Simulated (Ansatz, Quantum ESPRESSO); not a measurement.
# From contact to tunnelling: vacuum gaps between two Na(100) faces, part 3 of 5

Wanted: T at the Fermi level along a series, and its decay constant, for vacuum gaps between two Na(100) faces.

Quantum ESPRESSO 7.5; plane-wave DFT, LDA, GBRV ultrasoft pseudopotentials; cross-check by Ansatz 0.2.0 with PAW datasets.

So far. Step 2 (Self-consistent run, 5 Å): The run needed 12 iterations to bring the estimated error under 1e-07 Ry; the largest force on any atom, held or free, is 0.03 eV/Å.

## 4. The same in Ansatz, 5 Å

As a check, the same structure is run in Ansatz.

Level of this step: plane-wave DFT, LDA, Ansatz PAW (Ansatz 0.2.0).

input.yaml reads:

```yaml
crystal:
  lattice:
    - [4.2, 0.0, 0.0]
    - [0.0, 4.2, 0.0]
    - [0.0, 0.0, 36.5]
  atoms:
    - { symbol: Na, position: [0.0, 0.0, 0.0] }
    - { symbol: Na, position: [0.5, 0.5, 0.0575342466] }
    - { symbol: Na, position: [0.0, 0.0, 0.1150684932] }
    - { symbol: Na, position: [0.5, 0.5, 0.1726027397] }
    - { symbol: Na, position: [0.0, 0.0, 0.2301369863] }
    - { symbol: Na, position: [0.5, 0.5, 0.2876712329] }
    - { symbol: Na, position: [0.0, 0.0, 0.3452054795] }
    - { symbol: Na, position: [0.5, 0.5, 0.402739726] }
    - { symbol: Na, position: [0.0, 0.0, 0.5397260274] }
    - { symbol: Na, position: [0.5, 0.5, 0.597260274] }
    - { symbol: Na, position: [0.0, 0.0, 0.6547945205] }
    - { symbol: Na, position: [0.5, 0.5, 0.7123287671] }
    - { symbol: Na, position: [0.0, 0.0, 0.7698630137] }
    - { symbol: Na, position: [0.5, 0.5, 0.8273972603] }
    - { symbol: Na, position: [0.0, 0.0, 0.8849315068] }
    - { symbol: Na, position: [0.5, 0.5, 0.9424657534] }
kpoints:
  mp_grid: { grid: [6, 6, 1] }
hamiltonian:
  xc: lda
scf:
  occupations: { method: fermi_dirac, width: 0.1 }
  convergence: { dr2_threshold: 1.0e-08 }
output:
  transmission: { leads: [[0, 2]], e_range: [-0.4, 0.4], de: 0.4, kmesh: [8, 8] }
  write_potential: true
  write_density: true
  volumetric_format: npy
```

Started as:

```console
> ansatz run input.yaml --threads 4 --pin off --max-ram 8192MiB --backend cpu --events-out ev --progress --plain --runs-dir out
```

Numbers of over 12 decimals in the logs are rounded to 6 here.

What it wrote:

```text
Engine: ansatz 0.2.0, aarch64-unknown-linux-gnu
Pseudopotentials: kind: paw
Pseudopotential: Na, paw, valence charge 9, recommended cutoff 420 eV (normal), Na.paw.azcp
Functional definition: SPW92
  exchange = slater_x
  correlation = pw_c
Crystal: 16 atoms, lattice volume = 643.860 Å³
Basis set: ecut = 420 eV, 12429 PW (Γ)
Bands: 88, of which v1, the nominal top of the filled ones, is band 72 counted from 1 (71 counted from 0)
Symmetry: 16 space group operations
Space group: P4/nmm (ITA 129), of the structure as read, at distance tolerance 8.6e-5 Å
k-points: 10 of 36
Non-local potential: Na, projectors of the file, l = 0: 3, l = 1: 2, l = 2: 1
PAW form: soft (Blöchl's): semilocal exchange-correlation on the pseudo side does not see the compensation charge
PAW frozen core: Na, regenerated for the run's functional, and the local potential with it (the file was generated under x = pbe(κ = 0.804, μ = 0.219515), c = pbe(β = 0.066725))
PAW one-centre angular grid: Na, 110 points (default); XC on 64 Gauss nodes
Initial density: superposition of atomic densities (neutral atoms: chi_scale 0, normalization atom), corrected by the library's trained network
Initial wavefunctions: pseudopotential atomic-orbital guess
Functional: x = slater, c = lda
SCF iter   1: F=—  HF=-23465.353707 eV  |F-HF|=—  |Δ(HF+E_count)|=         —  Δρ=5.40e-3  dr2=3.83e0  ethr=1.77e-3  ⟨swp⟩=8.6  Hψ=3357  notcnv=0  defer=9
preconditioner: auto → LDOS  [metal: Δε(μ)=0.057 eV  Ē_g=3.090 eV  σ=0.100 eV  W_gap=0.14  n_scr=104 (ndim 8)  ℏωp=5.9 eV  f_vac=0.071  D(μ)=8.31/eV (n_scr^D=28)  β→1.0]
SCF iter   2: F=—  HF=-23465.268692 eV  |F-HF|=—  |Δ(HF+E_count)|=   8.50e-2  Δρ=4.06e-3  dr2=6.44e-2  ethr=1.77e-3  ⟨swp⟩=3.2  Hψ=1390  notcnv=0  defer=9
SCF iter   3: F=—  HF=-23465.241698 eV  |F-HF|=—  |Δ(HF+E_count)|=   2.70e-2  Δρ=2.13e-3  dr2=1.36e-2  ethr=4.47e-5  ⟨swp⟩=2.0  Hψ=1690  notcnv=0  defer=9
SCF iter   4: F=—  HF=-23465.231648 eV  |F-HF|=—  |Δ(HF+E_count)|=   1.00e-2  Δρ=8.04e-5  dr2=2.91e-4  ethr=9.45e-6  ⟨swp⟩=2.0  Hψ=1516  notcnv=0  defer=9
SCF iter   5: F=—  HF=-23465.231649 eV  |F-HF|=—  |Δ(HF+E_count)|=   1.40e-6  Δρ=1.57e-5  dr2=1.33e-5  ethr=2.02e-7  ⟨swp⟩=2.0  Hψ=957  notcnv=0  defer=9
SCF iter   6: F=—  HF=-23465.231645 eV  |F-HF|=—  |Δ(HF+E_count)|=   4.44e-6  Δρ=6.44e-6  dr2=1.47e-6  ethr=9.20e-9  ⟨swp⟩=2.0  Hψ=944  notcnv=0  defer=9
SCF iter   7: F=—  HF=-23465.231740 eV  |F-HF|=—  |Δ(HF+E_count)|=   9.52e-5  Δρ=5.40e-6  dr2=1.33e-7  ethr=1.02e-9  ⟨swp⟩=2.0  Hψ=1499  notcnv=0  defer=8
SCF iter   8: F=-23465.231740 eV  HF=-23465.231740 eV  |F-HF|=5.57e-10  |Δ(HF+E_count)|=   6.24e-8  Δρ=7.67e-7  dr2=6.83e-9  ethr=6.94e-12  ⟨swp⟩=7.3  Hψ=3800  notcnv=0
SCF 1 converged in 8 iterations: F = -23465.231740 eV  dr2 = 6.83e-9
  greatest PAW one-centre occupation: 0.999 electrons in one spin orbital (limit 2), on the Na atom at site 12 (counted from 0), in its partial waves of l = 0
transmission: 76 of 735 steps passed
transmission: 147 of 735 steps passed
[...]
transmission: 735 of 735 steps passed
SCF converged after 8 iterations
Free energy (F): -23465.231740 eV
Harris-Foulkes:  -23465.231740 eV  (|F-HF|=5.57e-10)
Internal energy: -23464.950509 eV  (E = F + TS)
E sigma→0 (E₀):  -23465.091125 eV
Entropy (-TS):   -0.281231 eV (-17.577 meV/atom)
Fermi energy:    1.233682 eV
--- Per-component energies (eV) ---
  E_band       = -3923.810964
  E_kinetic    = 1919.176387
  E_local      = -27362.992079  (includes V_loc(G=0)·N_el)
  E_nonlocal   = 1865.344448
  E_hartree    = 10538.351430
  E_xc         = -595.452645
  E_vxc        = -774.768718  (∫ρ·V_xc dr)
  E_paw        = -3914.914276  (= ΣΔE_a)
  E_vpaw       = -647.273281  (= ΣTr[D̂ρ^β])
  E_aug_tail   = -0.000245  (compensation charges beyond the density's cutoff)
  E_ewald      = -5916.717771
  E_core_change = 2.254241  (= ΣΔE_core)
  E_smearing   = -0.281231  (= −TS)
  E_closure    = -0.000000  (closes the sum)
  Σ components = -23465.231740   (vs F -23465.231740, Δ=0.00e0)
--- Band table (eV; the first three rows and the last of 10) ---
  k-point 0: bands = [... 68 lower, -1.2997, -0.9283, -0.6343, -0.0822, 0.2024, 0.9734, 1.1647, 2.2140, ... 12 higher]
  k-point 1: bands = [... 68 lower, -1.0587, -0.6888, -0.3959, 0.1541, 0.4373, 1.2052, 1.3946, 2.4360, ... 12 higher]
  k-point 2: bands = [... 68 lower, -0.3419, 0.0235, 0.3131, 0.8559, 1.1355, 1.7757, 1.8633, 1.8816, ... 12 higher]
  k-point 9: bands = [... 68 lower, 2.2616, 2.2616, 2.4574, 2.4574, 2.4640, 2.4640, 2.5483, 2.5483, ... 12 higher]
--- Transmission ---
  basis      : 149 plane waves across, 49 finite elements along
  points     : 15, standing for a mesh of 8 x 8
  energies   : 3 from -0.400000 to 0.400000 eV about the Fermi level, 0.400000 eV apart; the leads are filled to 0.000000 eV, and channels, transmission and decay are at 0.000000 eV
  crystal 0  : Na2, at the sites [0, 2], period 4.2000 Å, over 33.60 Å; its Hamiltonian steps by up to 20.5 meV
    offset         : up to 0.0000 Å between an atom of the period and one for which it stands
    channels       : 1.078125e0 a spin
    conductance    : none, the energies end too early or step too widely for 300 K: set another output.transmission.e_range or a lower de, or, where they end at an eighth of basis.ecutwfc, a higher one
    slowest decay  : 0.1335 /Å at (0.5000, 0.3750)
  junction   : crystal 0 to crystal 0, -0.35 to 31.95 Å
    transmission   : 3.194745e-1 a spin
    conductance    : none, the energies end too early or step too widely for 300 K: set another output.transmission.e_range or a lower de, or, where they end at an eighth of basis.ecutwfc, a higher one
```

The job ended after 38 s (4 threads of Arm Neoverse V2, shared host; peak memory 1.4 GiB; 2.3 min of CPU time).

Read from the output:

```
free energy                                  : -23465.2317 eV
energy at zero smearing                      : -23465.0911 eV
smearing term TS                             : 0.2812 eV
Fermi energy                                 : 1.234 eV
symmetry operations                          : 16
transmission at the Fermi level, one spin    : 0.3195
step of the lead's Hamiltonian over a period : 20.5 meV
```

Per spin; mean over the k mesh across the current. Transmission, zone mean against energy, zero at the Fermi level:

```csv
energy (eV),"transmission, zone mean"
-0.400,0.213
0.000,0.319
0.400,0.444
```

Per spin; mean over the k mesh across the current. The open channels, zone mean by energy, zero at the Fermi level:

```
energy (eV)  open channels, zone mean
     -0.400                      1.08
      0.000                      1.08
      0.400                      1.39
```

Ansatz finds T = 0.319 against pwcond's 0.322.

## 5. SCF with pw.x, 6 Å

Level of this step: plane-wave DFT, LDA, GBRV ultrasoft pseudopotentials (Quantum ESPRESSO 7.5).

j1.scf.in reads:

```
&control
  prefix = 'j1.scf'
  outdir = './out'
  pseudo_dir = './pseudo'
  calculation = 'scf'
  tprnfor = .true.
/
&system
  ibrav = 0
  nat = 16
  ntyp = 1
  ecutwfc = 40
  ecutrho = 200
  occupations = 'smearing'
  smearing = 'mv'
  degauss = 0.01
/
&electrons
  conv_thr = 1e-07
  mixing_beta = 0.25
  electron_maxstep = 120
  mixing_mode = 'local-TF'
/
ATOMIC_SPECIES
  Na  22.9898  na_lda_v1.5.uspp.F.UPF
CELL_PARAMETERS angstrom
  4.20000000000000 0.00000000000000 0.00000000000000
  0.00000000000000 4.20000000000000 0.00000000000000
  0.00000000000000 0.00000000000000 37.50000000000000
ATOMIC_POSITIONS crystal
  Na  0.000000000000 0.000000000000 0.000000000000
  Na  0.500000000000 0.500000000000 0.056000000000
  Na  0.000000000000 0.000000000000 0.112000000000
  Na  0.500000000000 0.500000000000 0.168000000000
  Na  0.000000000000 0.000000000000 0.224000000000
  Na  0.500000000000 0.500000000000 0.280000000000
  Na  0.000000000000 0.000000000000 0.336000000000
  Na  0.500000000000 0.500000000000 0.392000000000
  Na  0.000000000000 0.000000000000 0.552000000000
  Na  0.500000000000 0.500000000000 0.608000000000
  Na  0.000000000000 0.000000000000 0.664000000000
  Na  0.500000000000 0.500000000000 0.720000000000
  Na  0.000000000000 0.000000000000 0.776000000000
  Na  0.500000000000 0.500000000000 0.832000000000
  Na  0.000000000000 0.000000000000 0.888000000000
  Na  0.500000000000 0.500000000000 0.944000000000
K_POINTS automatic
  6 6 1 0 0 0
```

Started as:

```console
> OMP_NUM_THREADS=1 mpirun -n 4 pw.x -nk 2 -in j1.scf.in > j1.scf.out
```

What it wrote:

```text
[banner, memory and clock lines left out]
Program PWSCF v.7.5 starts
[...]
Message from routine setup:
[...]
number of electrons       =       144.00
     number of Kohn-Sham states=           86
     kinetic-energy cutoff     =      40.0000  Ry
     charge density cutoff     =     200.0000  Ry
[...]
number of k points=    10  Marzari-Vanderbilt smearing, width (Ry)=  0.0100
[...]
Dense  grid:   213155 G-vectors     FFT dimensions: (  36,  36, 320)
[...]
Starting wfcs are   80 randomized atomic wfcs +    6 random wfcs
[...]
estimated scf accuracy    <       0.58581597 Ry
[...]
estimated scf accuracy    <       0.44253441 Ry
[...]
estimated scf accuracy    <       0.02141505 Ry
[...]
estimated scf accuracy    <       0.02929675 Ry
[...]
estimated scf accuracy    <       0.00228034 Ry
[...]
estimated scf accuracy    <       0.00177260 Ry
[...]
estimated scf accuracy    <       0.00002119 Ry
[...]
estimated scf accuracy    <       0.00003489 Ry
[...]
estimated scf accuracy    <       0.00000285 Ry
[...]
estimated scf accuracy    <       0.00000977 Ry
[...]
estimated scf accuracy    <       0.00000030 Ry
[...]
the Fermi energy is     0.9920 ev
!    total energy              =   -1522.03531639 Ry
     estimated scf accuracy    <       0.00000009 Ry
     smearing contrib. (-TS)   =      -0.00017238 Ry
     internal energy E=F+TS    =   -1522.03514401 Ry
[...]
one-electron contribution =   -1963.84577010 Ry
     hartree contribution      =     982.76380141 Ry
     xc contribution           =    -222.33310272 Ry
     ewald contribution        =    -318.62007260 Ry
     convergence has been achieved in  12 iterations
[...]
Total force =     0.003910     Total SCF correction =     0.001221
[...]
```

Elapsed: 91 s, on 4 MPI ranks; peak memory 1.1 GiB; 6.1 min of CPU time.

Numbers from this step:

- free energy: -20708.3454 eV
- Fermi energy: 0.992 eV

## 6. Transmission with pwcond.x, 6 Å

j1.cond.in reads:

```
&inputcond
  outdir = './out'
  prefixt = 'j1.scf'
  tran_file = 'j1.cond.dat'
  bdl = 1.0000000000
  bds = 8.9285714286
  ikind = 1
  ewind = 4.0
  epsproj = 1e-05
  nz1 = 7
  energy0 = 0.4
  denergy = -0.4
/
15
  0.00000000 0.00000000 0.01562500
  0.00000000 0.12500000 0.06250000
  0.00000000 0.25000000 0.06250000
  0.00000000 0.37500000 0.06250000
  0.00000000 0.50000000 0.03125000
  0.12500000 0.12500000 0.06250000
  0.12500000 0.25000000 0.12500000
  0.12500000 0.37500000 0.12500000
  0.12500000 0.50000000 0.06250000
  0.25000000 0.25000000 0.06250000
  0.25000000 0.37500000 0.12500000
  0.25000000 0.50000000 0.06250000
  0.37500000 0.37500000 0.06250000
  0.37500000 0.50000000 0.06250000
  0.50000000 0.50000000 0.01562500
3
```

Started as:

```console
> OMP_NUM_THREADS=1 mpirun -n 4 pwcond.x -in j1.cond.in > j1.cond.out
```

What it wrote:

```text
[banner, memory and clock lines left out]
Program PWCOND v.7.5 starts
[citation notice left out]

[...]
./out/j1.scf.save/

     IMPORTANT: XC functional enforced from input :
     Exchange-correlation= PZ
                           (   1   1   0   0   0   0   0)
     Any further DFT definition will be discarded
     Please, verify this is what you really want

     Reading collected, re-writing distributed wavefunctions

===== INPUT FILE containing all the regions =====

     GEOMETRY:

     lattice parameter (alat)  =       7.9368  a.u.
[...]
Nchannels of the left tip =            0
 Right moving states:
   k1(2pi/a)   k2(2pi/a)   E-Ef (eV)
 Left moving states:
   k1(2pi/a)   k2(2pi/a)   E-Ef (eV)

 to transmit
          E-Ef(ev), T =    0.0000000   0.0000000
---  E-Ef =   -0.4000000  k =    0.5000000   0.5000000
---  ie =          3  ik =         15
 Nchannels of the left tip =            0
 Right moving states:
   k1(2pi/a)   k2(2pi/a)   E-Ef (eV)
 Left moving states:
   k1(2pi/a)   k2(2pi/a)   E-Ef (eV)

 to transmit
          E-Ef(ev), T =   -0.4000000   0.0000000
   T_tot     0.40000      0.43173E+00
   T_tot     0.00000      0.25926E+00
   T_tot    -0.40000      0.13747E+00

[...]
```

Run time: 1.9 min. Hardware: 4 MPI ranks; peak memory 0.33 GiB.

This step gave:

```
transmission at the Fermi level, one spin : 0.1296
conductance                               : 0.1296 G₀
```

Per spin; mean over the k mesh across the current. Table of transmission, zone mean by energy, zero at the Fermi level:

```
energy (eV)  transmission, zone mean
     -0.400                   0.0687
      0.000                    0.130
      0.400                    0.216
```

T goes from 0.322 to 0.130, a factor of 2.5.

## 7. Cross-check with Ansatz, 6 Å

Level of this step: plane-wave DFT, LDA, Ansatz PAW (Ansatz 0.2.0).

input.yaml reads:

```yaml
crystal:
  lattice:
    - [4.2, 0.0, 0.0]
    - [0.0, 4.2, 0.0]
    - [0.0, 0.0, 37.5]
  atoms:
    - { symbol: Na, position: [0.0, 0.0, 0.0] }
    - { symbol: Na, position: [0.5, 0.5, 0.056] }
    - { symbol: Na, position: [0.0, 0.0, 0.112] }
    - { symbol: Na, position: [0.5, 0.5, 0.168] }
    - { symbol: Na, position: [0.0, 0.0, 0.224] }
    - { symbol: Na, position: [0.5, 0.5, 0.28] }
    - { symbol: Na, position: [0.0, 0.0, 0.336] }
    - { symbol: Na, position: [0.5, 0.5, 0.392] }
    - { symbol: Na, position: [0.0, 0.0, 0.552] }
    - { symbol: Na, position: [0.5, 0.5, 0.608] }
    - { symbol: Na, position: [0.0, 0.0, 0.664] }
    - { symbol: Na, position: [0.5, 0.5, 0.72] }
    - { symbol: Na, position: [0.0, 0.0, 0.776] }
    - { symbol: Na, position: [0.5, 0.5, 0.832] }
    - { symbol: Na, position: [0.0, 0.0, 0.888] }
    - { symbol: Na, position: [0.5, 0.5, 0.944] }
kpoints:
  mp_grid: { grid: [6, 6, 1] }
hamiltonian:
  xc: lda
scf:
  occupations: { method: fermi_dirac, width: 0.1 }
  convergence: { dr2_threshold: 1.0e-08 }
output:
  transmission: { leads: [[0, 2]], e_range: [-0.4, 0.4], de: 0.4, kmesh: [8, 8] }
  write_potential: true
  write_density: true
  volumetric_format: npy
  elf: true
```

Started as:

```console
> ansatz run input.yaml --threads 4 --pin off --max-ram 8192MiB --backend cpu --events-out ev --progress --plain --runs-dir out
```

What it wrote:

```text
[...]
Crystal: 16 atoms, lattice volume = 661.500 Å³
Basis set: ecut = 420 eV, 12785 PW (Γ)
Bands: 88, of which v1, the nominal top of the filled ones, is band 72 counted from 1 (71 counted from 0)
Symmetry: 16 space group operations
[...]
k-points: 10 of 36
[...]
k-point 9: bands = [... 68 lower, 2.1664, 2.1664, 2.3602, 2.3602, 2.3603, 2.3603, 2.4490, 2.4490, ... 12 higher]
--- Transmission ---
  basis      : 149 plane waves across, 51 finite elements along
  points     : 15, standing for a mesh of 8 x 8
[...]
channels       : 1.078125e0 a spin
[...]
slowest decay  : 0.1341 /Å at (0.5000, 0.3750)
  junction   : crystal 0 to crystal 0, -0.35 to 32.95 Å
    transmission   : 1.270938e-1 a spin
[...]
[key lines of the parts left out:]
SCF converged after 8 iterations
Free energy (F): -23465.179128 eV
Fermi energy:    1.135621 eV
```

Elapsed: 39 s, on 4 threads; peak memory 1.5 GiB; 2.4 min of CPU time.

This step gave:

| Property | Result |
| --- | --- |
| free energy | -23465.1791 eV |
| energy at zero smearing | -23465.0424 eV |
| smearing term TS | 0.2735 eV |
| Fermi energy | 1.136 eV |
| transmission at the Fermi level, one spin | 0.1271 |
| step of the lead's Hamiltonian over a period | 21.3 meV |

Per spin; mean over the k mesh across the current. Table of transmission, zone mean by energy, zero at the Fermi level:

| energy (eV) | transmission, zone mean |
| --- | --- |
| -0.400 | 0.0694 |
| 0.000 | 0.127 |
| 0.400 | 0.212 |

Ansatz finds T = 0.127 against pwcond's 0.130.

## 8. Self-consistent run, 7 Å

Level of this step: plane-wave DFT, LDA, GBRV ultrasoft pseudopotentials (Quantum ESPRESSO 7.5).

j2.scf.in reads:

```
&control
  prefix = 'j2.scf'
  outdir = './out'
  pseudo_dir = './pseudo'
  calculation = 'scf'
  tprnfor = .true.
/
&system
  ibrav = 0
  nat = 16
  ntyp = 1
  ecutwfc = 40
  ecutrho = 200
  occupations = 'smearing'
  smearing = 'mv'
  degauss = 0.01
/
&electrons
  conv_thr = 1e-07
  mixing_beta = 0.25
  electron_maxstep = 120
  mixing_mode = 'local-TF'
/
ATOMIC_SPECIES
  Na  22.9898  na_lda_v1.5.uspp.F.UPF
CELL_PARAMETERS angstrom
  4.20000000000000 0.00000000000000 0.00000000000000
  0.00000000000000 4.20000000000000 0.00000000000000
  0.00000000000000 0.00000000000000 38.50000000000000
ATOMIC_POSITIONS crystal
  Na  0.000000000000 0.000000000000 0.000000000000
  Na  0.500000000000 0.500000000000 0.054545454545
  Na  0.000000000000 0.000000000000 0.109090909091
  Na  0.500000000000 0.500000000000 0.163636363636
  Na  0.000000000000 0.000000000000 0.218181818182
  Na  0.500000000000 0.500000000000 0.272727272727
  Na  0.000000000000 0.000000000000 0.327272727273
  Na  0.500000000000 0.500000000000 0.381818181818
  Na  0.000000000000 0.000000000000 0.563636363636
  Na  0.500000000000 0.500000000000 0.618181818182
  Na  0.000000000000 0.000000000000 0.672727272727
  Na  0.500000000000 0.500000000000 0.727272727273
  Na  0.000000000000 0.000000000000 0.781818181818
  Na  0.500000000000 0.500000000000 0.836363636364
  Na  0.000000000000 0.000000000000 0.890909090909
  Na  0.500000000000 0.500000000000 0.945454545455
K_POINTS automatic
  6 6 1 0 0 0
```

Started as:

```console
> OMP_NUM_THREADS=1 mpirun -n 4 pw.x -nk 2 -in j2.scf.in > j2.scf.out
```

What it wrote:

```text
[banner, memory and clock lines left out]
Program PWSCF v.7.5 starts
[...]
Message from routine setup:
[...]
number of electrons       =       144.00
     number of Kohn-Sham states=           86
     kinetic-energy cutoff     =      40.0000  Ry
     charge density cutoff     =     200.0000  Ry
[...]
number of k points=    10  Marzari-Vanderbilt smearing, width (Ry)=  0.0100
[...]
Dense  grid:   218779 G-vectors     FFT dimensions: (  36,  36, 360)
[...]
Starting wfcs are   80 randomized atomic wfcs +    6 random wfcs
[...]
estimated scf accuracy    <       0.59685613 Ry
[...]
estimated scf accuracy    <       0.45670560 Ry
[...]
estimated scf accuracy    <       0.01825067 Ry
[...]
estimated scf accuracy    <       0.03210141 Ry
[...]
estimated scf accuracy    <       0.00242130 Ry
[...]
estimated scf accuracy    <       0.00313709 Ry
[...]
estimated scf accuracy    <       0.00007001 Ry
[...]
estimated scf accuracy    <       0.00018882 Ry
[...]
estimated scf accuracy    <       0.00000776 Ry
[...]
estimated scf accuracy    <       0.00005783 Ry
[...]
estimated scf accuracy    <       0.00000050 Ry
[...]
estimated scf accuracy    <       0.00000010 Ry
[...]
estimated scf accuracy    <       0.00000010 Ry
[...]
the Fermi energy is     0.9030 ev
!    total energy              =   -1522.03438445 Ry
     estimated scf accuracy    <          4.8E-09 Ry
     smearing contrib. (-TS)   =       0.00001165 Ry
     internal energy E=F+TS    =   -1522.03439610 Ry
[...]
one-electron contribution =   -2250.93229181 Ry
     hartree contribution      =    1125.82295423 Ry
     xc contribution           =    -222.33358850 Ry
     ewald contribution        =    -174.59147002 Ry
     convergence has been achieved in  14 iterations
[...]
Total force =     0.005205     Total SCF correction =     0.000176
[...]
```

Run time: 1.8 min. Hardware: 4 MPI ranks; peak memory 1.1 GiB.

Read from the output:

| Item | Value |
| --- | --- |
| free energy | -20708.3328 eV |
| Fermi energy | 0.903 eV |

(Part 3 of 5 ends here.)

[Logs are printed without paths, hosts, clocks, repeated set-up lines and the standing remarks that a program may print on its own settings, such as how far it seeks lower states.]

[Hosts, paths, dates, database ids (printed as entryN), source tags and the programs' standing remarks are cut or masked in the printed files.]

[Maps of the electrostatic potential energy from Ansatz leave out the sawtooth potential of an applied field or a dipole correction, so their vacuum need not be flat; planar profiles and work functions include it.]
